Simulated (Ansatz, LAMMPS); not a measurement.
**glassy 69SiO2-19Al2O3-6SrO-6Li2O (mol %) (106 atoms): close-ups with forces and charges**

Density of this cell: 2.87 g/cm³. The cell holds 106 atoms: 22 Si, 12 Al, 2 Sr, 4 Li and 66 O. Its edges and angles: a = 10.840 Å, b = 10.840 Å, c = 10.840 Å, α = 90.0°, β = 90.0°, γ = 90.0°. 106 atoms (22 Si, 12 Al, 2 Sr, 4 Li, 66 O) placed at random at 2.87 g/cm³, melted at 4000 K for 10 ps at fixed volume with the Morse and Coulomb pair potential with partial charges (Pedone, Malavasi, Menziani, Cormack and Segre, J. Phys. Chem. B 110, 11780 (2006)). Quenched from 4000 K to 300 K at 50 K/ps and fixed volume, held 5 ps.

Computed with Ansatz 0.2.0: Kohn-Sham DFT, PBE, PAW (set soft_2), plane waves; cutoff 420 eV, Γ point, fermi-dirac smearing of 0.025 eV. Geometry: the geometry as built.

The whole cell was solved; only parts of it are printed.

A closer look about Si11, which bears the longest force: 50 atoms, nearest first, numbered in the order of the input, with positions taken from that point.

| atom | x | y | z | distance (Å) | bonds | Löwdin charge (e) | Fx | Fy | Fz (eV/Å) |
| --- | --- | --- | --- | --- | --- | --- | --- | --- | --- |
| Si11 | 0.00 | 0.00 | 0.00 | 0.00 | 4 | 1.73 | 3.66 | -1.19 | -4.54 |
| O60 | -1.51 | 0.24 | -0.13 | 1.53 | 2 | -0.78 | -4.37 | 1.60 | 0.14 |
| O49 | 0.73 | -0.12 | 1.37 | 1.56 | 3 | -0.77 | 1.61 | -0.90 | 3.82 |
| O74 | 0.92 | 1.11 | -0.76 | 1.63 | 2 | -0.81 | 0.41 | 2.24 | -0.27 |
| O58 | 0.25 | -1.46 | -0.69 | 1.64 | 3 | -0.88 | 0.41 | -0.21 | 0.85 |
| Al30 | 0.66 | -2.28 | 1.11 | 2.62 | 5 | 1.30 | 1.99 | 0.69 | -1.92 |
| O81 | -0.99 | -2.11 | 1.28 | 2.66 | 3 | -0.88 | -0.98 | -0.76 | -0.33 |
| Li39 | -1.58 | -2.11 | -0.86 | 2.78 | 4 | 0.81 | 0.79 | -0.12 | 0.43 |
| Al26 | 2.42 | 0.60 | -1.65 | 2.99 | 4 | 1.35 | -2.09 | -2.31 | 0.93 |
| Si15 | 1.56 | 0.80 | 2.53 | 3.08 | 4 | 1.76 | -2.78 | 0.66 | -0.96 |
| Si8 | -2.94 | 0.44 | -0.85 | 3.10 | 4 | 1.78 | -1.06 | 1.87 | 1.04 |
| O78 | -2.14 | -0.21 | 2.50 | 3.30 | 2 | -0.86 | -0.66 | 3.22 | 0.62 |
| O90 | 1.61 | 0.03 | -3.03 | 3.43 | 2 | -0.85 | -0.62 | -0.06 | -3.12 |
| O106 | 3.32 | -0.54 | -0.71 | 3.44 | 2 | -0.84 | 0.55 | 2.65 | -0.38 |
| O67 | 2.37 | -2.43 | 0.85 | 3.50 | 2 | -0.84 | 0.80 | -0.75 | -0.34 |
| O53 | 2.20 | 2.04 | 1.82 | 3.51 | 2 | -0.79 | 0.59 | 1.76 | -0.43 |
| Si12 | -2.20 | -1.69 | 2.17 | 3.53 | 4 | 1.75 | 0.32 | -3.33 | 1.83 |
| Al28 | -1.57 | 1.32 | 2.98 | 3.62 | 4 | 1.26 | 1.77 | 0.47 | -1.78 |
| O105 | -2.99 | -0.79 | -1.90 | 3.63 | 3 | -0.80 | -0.65 | -1.66 | 0.72 |
| O61 | 0.24 | 1.22 | 3.42 | 3.64 | 3 | -0.87 | -0.25 | 0.69 | 0.17 |
| O76 | -0.37 | 2.66 | -2.49 | 3.66 | 3 | -0.79 | 0.50 | 1.35 | 1.73 |
| Al25 | 0.96 | 3.37 | -1.39 | 3.77 | 4 | 1.33 | 0.87 | -0.25 | -0.08 |
| O87 | -1.60 | 2.82 | 2.01 | 3.82 | 3 | -0.87 | 1.62 | -1.42 | 0.26 |
| O66 | -3.10 | 1.77 | -1.72 | 3.96 | 2 | -0.86 | 1.58 | -1.07 | -1.47 |
| Si19 | 3.46 | -2.01 | -0.30 | 4.01 | 4 | 1.71 | -0.97 | -1.29 | 0.32 |
| O77 | -1.23 | -2.22 | -3.24 | 4.12 | 2 | -0.78 | -0.01 | 0.19 | 0.77 |
| O57 | -1.70 | 0.41 | -3.77 | 4.16 | 2 | -0.77 | -0.96 | -0.56 | -0.51 |
| O75 | 2.64 | -0.09 | 3.24 | 4.18 | 2 | -0.78 | 1.66 | -1.92 | 1.02 |
| Si17 | -2.38 | -1.09 | -3.35 | 4.25 | 4 | 1.74 | 1.20 | 0.92 | -0.65 |
| O104 | -4.23 | 0.57 | 0.14 | 4.27 | 2 | -0.78 | 1.87 | -1.87 | -1.75 |
| O59 | 2.23 | 3.67 | -0.16 | 4.30 | 3 | -0.85 | -1.14 | 0.71 | -1.74 |
| O71 | -3.47 | -2.20 | 1.33 | 4.32 | 2 | -0.79 | -0.99 | 0.74 | -1.48 |
| Si14 | -0.97 | 1.89 | -3.77 | 4.33 | 4 | 1.73 | 1.11 | -2.15 | 0.67 |
| O97 | 3.28 | 1.95 | -2.05 | 4.33 | 2 | -0.83 | 0.55 | 1.82 | 0.42 |
| O68 | 0.35 | -4.30 | 0.81 | 4.39 | 3 | -0.80 | 2.17 | 1.50 | 1.25 |
| O79 | 0.97 | -2.93 | 3.20 | 4.44 | 2 | -0.80 | -0.44 | 1.08 | -2.62 |
| O65 | -1.66 | -4.01 | -0.96 | 4.45 | 3 | -0.88 | -1.17 | 1.91 | -1.39 |
| Si9 | 3.19 | 3.09 | 0.95 | 4.54 | 4 | 1.67 | 3.15 | -0.90 | 2.53 |
| O42 | 1.37 | -3.17 | -3.23 | 4.73 | 2 | -0.77 | 2.47 | 0.81 | 0.94 |
| O56 | 3.39 | -2.87 | -1.72 | 4.76 | 3 | -0.85 | 0.06 | -1.30 | 0.64 |
| O92 | -0.21 | 4.72 | -1.01 | 4.83 | 2 | -0.81 | 0.88 | -1.90 | -1.63 |
| O95 | -2.10 | -2.49 | 3.57 | 4.83 | 2 | -0.87 | -0.58 | 0.03 | 0.71 |
| Si10 | -0.13 | -3.38 | -3.57 | 4.92 | 4 | 1.78 | 0.30 | 0.94 | -2.91 |
| Si2 | 1.46 | 0.43 | -4.68 | 4.93 | 4 | 1.73 | 1.31 | -2.23 | 4.09 |
| O101 | 4.48 | 2.04 | 0.64 | 4.96 | 2 | -0.79 | -1.58 | 0.57 | -1.27 |
| O63 | 0.37 | 1.61 | -4.70 | 4.98 | 3 | -0.82 | -1.28 | 1.47 | -0.91 |
| O88 | -3.61 | 3.44 | 0.37 | 4.99 | 2 | -0.85 | 0.07 | 0.90 | 1.25 |
| Si21 | -2.62 | 3.99 | 1.57 | 5.02 | 4 | 1.73 | -0.21 | -2.43 | -1.44 |
| Si7 | -0.77 | -4.98 | -0.09 | 5.03 | 4 | 1.77 | -2.49 | -1.28 | 1.13 |
| Al29 | -3.70 | 3.26 | -1.29 | 5.09 | 4 | 1.34 | 0.29 | 1.47 | 0.12 |

The column of bonds counts only the pairs O-Si within 2.08 Å, O-Al within 2.19 Å, O-Li within 2.27 Å, O-Sr within 3.23 Å; other neighbours, such as metal atoms beside each other in a compound, aren't counted, and periodic images can show an atom twice.

A closer look about Sr35, one of the 2 Sr atoms: 46 atoms, nearest first, numbered in the order of the input, with positions taken from that point.

| atom | x | y | z | distance (Å) | bonds | Löwdin charge (e) | Fx | Fy | Fz (eV/Å) |
| --- | --- | --- | --- | --- | --- | --- | --- | --- | --- |
| Sr35 | 0.00 | 0.00 | 0.00 | 0.00 | 8 | 1.87 | 0.26 | 0.54 | -1.15 |
| O45 | -0.69 | 2.22 | -1.02 | 2.54 | 3 | -0.95 | 0.04 | -0.65 | 0.63 |
| O63 | 0.50 | -1.99 | 1.60 | 2.60 | 3 | -0.82 | -1.28 | 1.47 | -0.91 |
| O69 | -1.58 | -0.35 | 2.05 | 2.61 | 4 | -0.91 | -1.50 | 1.13 | -1.76 |
| O61 | 0.37 | -2.38 | -1.12 | 2.66 | 3 | -0.87 | -0.25 | 0.69 | 0.17 |
| O50 | 2.18 | 1.31 | 0.95 | 2.71 | 3 | -0.82 | 0.45 | -0.54 | -0.40 |
| O100 | 1.89 | 1.56 | -1.52 | 2.88 | 3 | -0.85 | -2.40 | 0.21 | -2.47 |
| O87 | -1.46 | -0.78 | -2.53 | 3.02 | 3 | -0.87 | 1.62 | -1.42 | 0.26 |
| O54 | -2.46 | -1.86 | -0.29 | 3.10 | 4 | -0.99 | -0.51 | 0.73 | 2.16 |
| Al28 | -1.44 | -2.29 | -1.56 | 3.12 | 4 | 1.26 | 1.77 | 0.47 | -1.78 |
| Si14 | -0.83 | -1.71 | 2.52 | 3.16 | 4 | 1.73 | 1.11 | -2.15 | 0.67 |
| Si20 | 3.04 | 1.15 | -0.59 | 3.30 | 4 | 1.73 | 1.01 | 1.56 | 2.46 |
| Al27 | 0.69 | 2.72 | -1.99 | 3.44 | 4 | 1.37 | -0.52 | -1.09 | 1.75 |
| O98 | 3.48 | -0.33 | -0.49 | 3.53 | 2 | -0.84 | -0.44 | -1.55 | -1.03 |
| Al23 | -1.08 | 0.86 | 3.35 | 3.62 | 4 | 1.35 | 0.15 | -0.49 | 2.37 |
| Al34 | -1.39 | 3.45 | 0.02 | 3.72 | 4 | 1.34 | -0.26 | 0.49 | -1.33 |
| O72 | -0.48 | 2.38 | 2.82 | 3.72 | 2 | -0.82 | -0.72 | -1.72 | -0.05 |
| O55 | -3.34 | 0.56 | -1.65 | 3.77 | 3 | -0.89 | -1.69 | 1.89 | 1.85 |
| Si15 | 1.69 | -2.80 | -2.01 | 3.84 | 4 | 1.76 | -2.78 | 0.66 | -0.96 |
| Si21 | -2.48 | 0.39 | -2.97 | 3.89 | 4 | 1.73 | -0.21 | -2.43 | -1.44 |
| Si2 | 1.60 | -3.17 | 1.61 | 3.90 | 4 | 1.73 | 1.31 | -2.23 | 4.09 |
| O53 | 2.34 | -1.56 | -2.72 | 3.91 | 2 | -0.79 | 0.59 | 1.76 | -0.43 |
| Si3 | 2.89 | 1.12 | 2.41 | 3.93 | 4 | 1.73 | -0.40 | 2.69 | -1.53 |
| O76 | -0.24 | -0.94 | 3.81 | 3.93 | 3 | -0.79 | 0.50 | 1.35 | 1.73 |
| Li38 | -3.53 | -0.37 | 1.78 | 3.97 | 2 | 0.85 | -0.17 | -0.16 | -0.04 |
| Al31 | -3.88 | -0.90 | -0.86 | 4.08 | 4 | 1.28 | 0.55 | -0.52 | 1.18 |
| O48 | 1.97 | 0.66 | 3.54 | 4.11 | 2 | -0.84 | -2.40 | -0.87 | 2.58 |
| O99 | 0.06 | 4.03 | 0.93 | 4.14 | 3 | -0.78 | -0.49 | 0.20 | 1.33 |
| O93 | -1.71 | 1.62 | -3.55 | 4.26 | 2 | -0.79 | 1.19 | 1.63 | -0.49 |
| O62 | 3.08 | -2.65 | 1.28 | 4.26 | 3 | -0.80 | 1.91 | 1.39 | -1.38 |
| O70 | -2.62 | 3.24 | 1.22 | 4.34 | 2 | -0.86 | 4.22 | -2.94 | -2.28 |
| O57 | -1.56 | -3.19 | 2.53 | 4.36 | 2 | -0.77 | -0.96 | -0.56 | -0.51 |
| Al24 | 4.22 | -1.18 | 0.75 | 4.45 | 4 | 1.34 | 0.01 | -1.53 | 0.45 |
| O51 | 3.93 | -0.12 | 2.25 | 4.53 | 3 | -0.77 | 2.65 | -1.82 | -0.06 |
| Li37 | -2.95 | -3.55 | 0.38 | 4.63 | 1 | 0.84 | -0.27 | -0.31 | -0.39 |
| O79 | 1.10 | 4.31 | -1.34 | 4.65 | 2 | -0.80 | -0.44 | 1.08 | -2.62 |
| Si10 | 0.00 | 3.86 | 2.72 | 4.73 | 4 | 1.78 | 0.30 | 0.94 | -2.91 |
| O94 | 1.25 | -4.52 | 0.83 | 4.76 | 2 | -0.78 | -1.00 | -0.72 | -1.46 |
| O78 | -2.01 | -3.81 | -2.04 | 4.76 | 2 | -0.86 | -0.66 | 3.22 | 0.62 |
| O68 | 0.49 | 2.94 | -3.73 | 4.77 | 3 | -0.80 | 2.17 | 1.50 | 1.25 |
| O75 | 2.78 | -3.69 | -1.30 | 4.79 | 2 | -0.78 | 1.66 | -1.92 | 1.02 |
| O102 | 4.35 | 2.12 | -0.63 | 4.87 | 2 | -0.79 | 0.65 | 0.72 | 0.25 |
| Si9 | 3.32 | -0.51 | -3.60 | 4.92 | 4 | 1.67 | 3.15 | -0.90 | 2.53 |
| O49 | 0.87 | -3.72 | -3.17 | 4.97 | 3 | -0.77 | 1.61 | -0.90 | 3.82 |
| Si18 | 1.40 | 4.77 | 0.18 | 4.98 | 4 | 1.72 | -1.55 | 1.27 | 1.44 |
| O85 | 2.70 | 4.18 | 0.67 | 5.02 | 1 | -0.84 | 3.04 | -1.38 | 1.77 |

The column of bonds counts only the pairs O-Si within 2.08 Å, O-Al within 2.19 Å, O-Li within 2.27 Å, O-Sr within 3.23 Å; other neighbours, such as metal atoms beside each other in a compound, aren't counted, and periodic images can show an atom twice.

The surroundings of O44, whose charge lies farthest from its element's mean, nearest first, numbered as they follow in the input and with coordinates relative to it.

| atom | x | y | z | distance (Å) | bonds | Löwdin charge (e) | Fx | Fy | Fz (eV/Å) |
| --- | --- | --- | --- | --- | --- | --- | --- | --- | --- |
| O44 | 0.00 | 0.00 | 0.00 | 0.00 | 3 | -0.99 | -1.39 | -1.14 | -0.80 |
| Si9 | -0.88 | -1.35 | -0.54 | 1.70 | 4 | 1.67 | 3.15 | -0.90 | 2.53 |
| Li40 | 1.59 | 0.50 | 0.85 | 1.87 | 3 | 0.80 | -0.29 | -0.08 | -0.10 |
| Sr36 | -0.17 | 1.32 | -2.05 | 2.44 | 6 | 1.86 | -0.23 | -0.47 | -0.07 |
| O101 | 0.41 | -2.40 | -0.84 | 2.57 | 2 | -0.79 | -1.58 | 0.57 | -1.27 |
| O59 | -1.83 | -0.77 | -1.64 | 2.58 | 3 | -0.85 | -1.14 | 0.71 | -1.74 |
| Si20 | -1.17 | 0.32 | 2.47 | 2.75 | 4 | 1.73 | 1.01 | 1.56 | 2.46 |
| O102 | 0.14 | 1.28 | 2.43 | 2.75 | 2 | -0.79 | 0.65 | 0.72 | 0.25 |
| O100 | -2.31 | 0.73 | 1.54 | 2.88 | 3 | -0.85 | -2.40 | 0.21 | -2.47 |
| O98 | -0.72 | -1.17 | 2.57 | 2.91 | 2 | -0.84 | -0.44 | -1.55 | -1.03 |
| O53 | -1.86 | -2.39 | 0.34 | 3.05 | 2 | -0.79 | 0.59 | 1.76 | -0.43 |
| O82 | 1.85 | 2.46 | 0.92 | 3.22 | 3 | -0.83 | -0.62 | -0.92 | 0.67 |
| O88 | 3.17 | -1.00 | -1.11 | 3.50 | 2 | -0.85 | 0.07 | 0.90 | 1.25 |
| O86 | 2.19 | -2.61 | 0.93 | 3.53 | 2 | -0.86 | 0.83 | 0.31 | 1.05 |
| O55 | 3.29 | -0.28 | 1.41 | 3.59 | 3 | -0.89 | -1.69 | 1.89 | 1.85 |
| O47 | 2.50 | 2.09 | -1.67 | 3.66 | 3 | -0.87 | -0.88 | -0.43 | 0.56 |
| Si5 | 1.54 | -3.36 | -0.24 | 3.70 | 4 | 1.79 | -2.60 | -0.27 | 0.58 |
| Si6 | 0.90 | 2.73 | 2.35 | 3.71 | 4 | 1.79 | -0.24 | -0.98 | -2.30 |
| Si13 | 2.12 | 3.21 | -0.53 | 3.88 | 4 | 1.74 | 0.72 | -0.91 | 1.24 |
| Al31 | 2.75 | -1.73 | 2.20 | 3.93 | 4 | 1.28 | 0.55 | -0.52 | 1.18 |
| O91 | 1.54 | -1.14 | -3.55 | 4.04 | 2 | -0.83 | -0.89 | 0.63 | -0.95 |
| O41 | 0.81 | 3.80 | -1.21 | 4.06 | 3 | -0.81 | -0.78 | 0.73 | -0.01 |
| Al27 | -3.52 | 1.88 | 1.07 | 4.13 | 4 | 1.37 | -0.52 | -1.09 | 1.75 |
| Si21 | 4.15 | -0.45 | 0.09 | 4.18 | 4 | 1.73 | -0.21 | -2.43 | -1.44 |

The column of bonds counts only the pairs O-Si within 2.08 Å, O-Al within 2.19 Å, O-Li within 2.27 Å, O-Sr within 3.23 Å; other neighbours, such as metal atoms beside each other in a compound, aren't counted, and periodic images can show an atom twice.

Local excerpt of 46 atoms (numbers count through the whole input) about O96, picked at random; x, y, z are measured from there.

| atom | x | y | z | distance (Å) | bonds | Löwdin charge (e) | Fx | Fy | Fz (eV/Å) |
| --- | --- | --- | --- | --- | --- | --- | --- | --- | --- |
| O96 | 0.00 | 0.00 | 0.00 | 0.00 | 2 | -0.78 | -1.58 | 1.05 | -0.59 |
| Si6 | 0.62 | -1.36 | 0.48 | 1.57 | 4 | 1.79 | -0.24 | -0.98 | -2.30 |
| Si22 | -0.16 | 1.61 | -0.03 | 1.62 | 4 | 1.77 | -0.58 | -0.19 | 0.21 |
| O82 | 1.57 | -1.63 | -0.94 | 2.45 | 3 | -0.83 | -0.62 | -0.92 | 0.67 |
| O80 | 0.68 | 2.10 | 1.25 | 2.53 | 2 | -0.83 | 0.40 | 0.52 | 2.50 |
| O103 | 0.55 | 2.13 | -1.33 | 2.57 | 2 | -0.80 | 0.54 | -0.15 | -2.08 |
| O46 | 1.39 | -1.16 | 1.84 | 2.58 | 2 | -0.77 | 0.12 | 0.33 | 1.95 |
| O85 | -1.78 | -0.74 | 1.86 | 2.68 | 1 | -0.84 | 3.04 | -1.38 | 1.77 |
| O75 | -1.71 | 2.23 | -0.11 | 2.82 | 2 | -0.78 | 1.66 | -1.92 | 1.02 |
| O102 | -0.14 | -2.81 | 0.56 | 2.87 | 2 | -0.79 | 0.65 | 0.72 | 0.25 |
| O41 | 0.53 | -0.29 | -3.07 | 3.13 | 3 | -0.81 | -0.78 | 0.73 | -0.01 |
| Si13 | 1.84 | -0.88 | -2.40 | 3.15 | 4 | 1.74 | 0.72 | -0.91 | 1.24 |
| O67 | -1.98 | -0.11 | -2.50 | 3.19 | 2 | -0.84 | 0.80 | -0.75 | -0.34 |
| Si18 | -3.09 | -0.15 | 1.37 | 3.38 | 4 | 1.72 | -1.55 | 1.27 | 1.44 |
| O79 | -3.38 | -0.61 | -0.15 | 3.44 | 2 | -0.80 | -0.44 | 1.08 | -2.62 |
| Al32 | 0.27 | 1.97 | 3.01 | 3.61 | 4 | 1.39 | -1.85 | -0.02 | -2.35 |
| O71 | 3.02 | 0.11 | -2.02 | 3.64 | 2 | -0.79 | -0.99 | 0.74 | -1.48 |
| O43 | -0.45 | 0.58 | 3.65 | 3.72 | 2 | -0.80 | 1.71 | 1.00 | -0.51 |
| Si19 | -0.89 | 0.31 | -3.64 | 3.77 | 4 | 1.71 | -0.97 | -1.29 | 0.32 |
| Li40 | 1.30 | -3.59 | -1.01 | 3.95 | 3 | 0.80 | -0.29 | -0.08 | -0.10 |
| Si16 | 2.51 | -1.04 | 3.00 | 4.04 | 4 | 1.77 | -0.97 | 2.53 | 0.99 |
| O94 | -3.24 | 1.40 | 2.03 | 4.07 | 2 | -0.78 | -1.00 | -0.72 | -1.46 |
| Si20 | -1.45 | -3.77 | 0.60 | 4.08 | 4 | 1.73 | 1.01 | 1.56 | 2.46 |
| Si5 | 1.26 | 3.39 | -2.10 | 4.19 | 4 | 1.79 | -2.60 | -0.27 | 0.58 |
| O100 | -2.60 | -3.36 | -0.32 | 4.26 | 3 | -0.85 | -2.40 | 0.21 | -2.47 |
| Si15 | -2.79 | 3.11 | -0.82 | 4.26 | 4 | 1.76 | -2.78 | 0.66 | -0.96 |
| Al30 | -3.69 | 0.04 | -2.24 | 4.32 | 5 | 1.30 | 1.99 | 0.69 | -1.92 |
| O62 | -1.40 | 3.27 | 2.47 | 4.33 | 3 | -0.80 | 1.91 | 1.39 | -1.38 |
| O52 | 2.97 | 0.67 | 3.12 | 4.36 | 2 | -0.80 | -0.88 | 0.71 | -0.45 |
| Si4 | -1.22 | -0.70 | 4.13 | 4.36 | 4 | 1.73 | -4.13 | -2.18 | 0.08 |
| O95 | 4.39 | -0.17 | 0.22 | 4.40 | 2 | -0.87 | -0.58 | 0.03 | 0.71 |
| Li37 | 3.40 | 2.37 | 1.57 | 4.44 | 1 | 0.84 | -0.27 | -0.31 | -0.39 |
| Al27 | -3.80 | -2.21 | -0.80 | 4.46 | 4 | 1.37 | -0.52 | -1.09 | 1.75 |
| Si12 | 4.28 | 0.62 | -1.18 | 4.49 | 4 | 1.75 | 0.32 | -3.33 | 1.83 |
| O44 | -0.28 | -4.09 | -1.87 | 4.50 | 3 | -0.99 | -1.39 | -1.14 | -0.80 |
| O106 | -1.03 | 1.78 | -4.06 | 4.55 | 2 | -0.84 | 0.55 | 2.65 | -0.38 |
| O47 | 2.22 | -2.00 | -3.53 | 4.63 | 3 | -0.87 | -0.88 | -0.43 | 0.56 |
| O86 | 1.91 | 4.14 | -0.93 | 4.66 | 2 | -0.86 | 0.83 | 0.31 | 1.05 |
| O49 | -3.62 | 2.20 | -1.98 | 4.67 | 3 | -0.77 | 1.61 | -0.90 | 3.82 |
| O73 | -0.87 | -2.36 | 3.99 | 4.72 | 3 | -0.81 | 1.06 | 0.38 | 0.25 |
| O70 | 3.73 | -1.69 | 2.41 | 4.75 | 2 | -0.86 | 4.22 | -2.94 | -2.28 |
| O50 | -2.31 | -3.61 | 2.14 | 4.79 | 3 | -0.82 | 0.45 | -0.54 | -0.40 |
| Sr36 | -0.45 | -2.77 | -3.92 | 4.82 | 6 | 1.86 | -0.23 | -0.47 | -0.07 |
| O104 | 2.26 | 2.89 | -3.20 | 4.87 | 2 | -0.78 | 1.87 | -1.87 | -1.75 |
| Si2 | -2.89 | 2.74 | 2.81 | 4.87 | 4 | 1.73 | 1.31 | -2.23 | 4.09 |
| O78 | 4.35 | 2.11 | -0.85 | 4.91 | 2 | -0.86 | -0.66 | 3.22 | 0.62 |

The column of bonds counts only the pairs O-Si within 2.08 Å, O-Al within 2.19 Å, O-Li within 2.27 Å, O-Sr within 3.23 Å; other neighbours, such as metal atoms beside each other in a compound, aren't counted, and periodic images can show an atom twice.

Length of the force by element:

| element | coordination | atoms | mean length of the force (eV/Å) | spread | least | most |
| --- | --- | --- | --- | --- | --- | --- |
| Al | all | 12 | 2.06 | 0.714 | 0.907 | 3.25 |
| Li | all | 4 | 0.505 | 0.261 | 0.235 | 0.905 |
| O | all | 66 | 2.15 | 0.969 | 0.749 | 5.63 |
| Si | all | 22 | 2.88 | 1.24 | 0.641 | 5.95 |
| Sr | all | 2 | 0.912 | 0.387 | 0.525 | 1.30 |

Löwdin charges by element (they lack the spilled electrons, 0.062 e an atom on average):

| element | coordination | atoms | mean charge (e) | spread | least | most |
| --- | --- | --- | --- | --- | --- | --- |
| Al | all | 12 | 1.33 | 0.035 | 1.26 | 1.39 |
| Li | all | 4 | 0.827 | 0.0215 | 0.800 | 0.851 |
| O | all | 66 | -0.831 | 0.0505 | -0.992 | -0.765 |
| Si | all | 22 | 1.74 | 0.029 | 1.67 | 1.79 |
| Sr | all | 2 | 1.87 | 0.0023 | 1.86 | 1.87 |

The quench rate of 50 K/ps is many orders above laboratory rates, so the cell is likely richer in defects and strain than a real sample. The force components of 1.4 eV/Å r.m.s. hold both thermal displacement and the mismatch between the potential that made the cell and DFT. The network of bonds at the start is that of the classical potential that made the cell, and needn't be the one that DFT or experiment would give. Only the Γ point is sampled, in a cell whose shortest periodic width is 11 Å. The Löwdin charges lack the electrons that the projection spills, 0.062 e an atom on average.

[Hosts, paths, dates, database ids (printed as entryN), source tags and the programs' standing remarks are cut or masked in the printed files.]
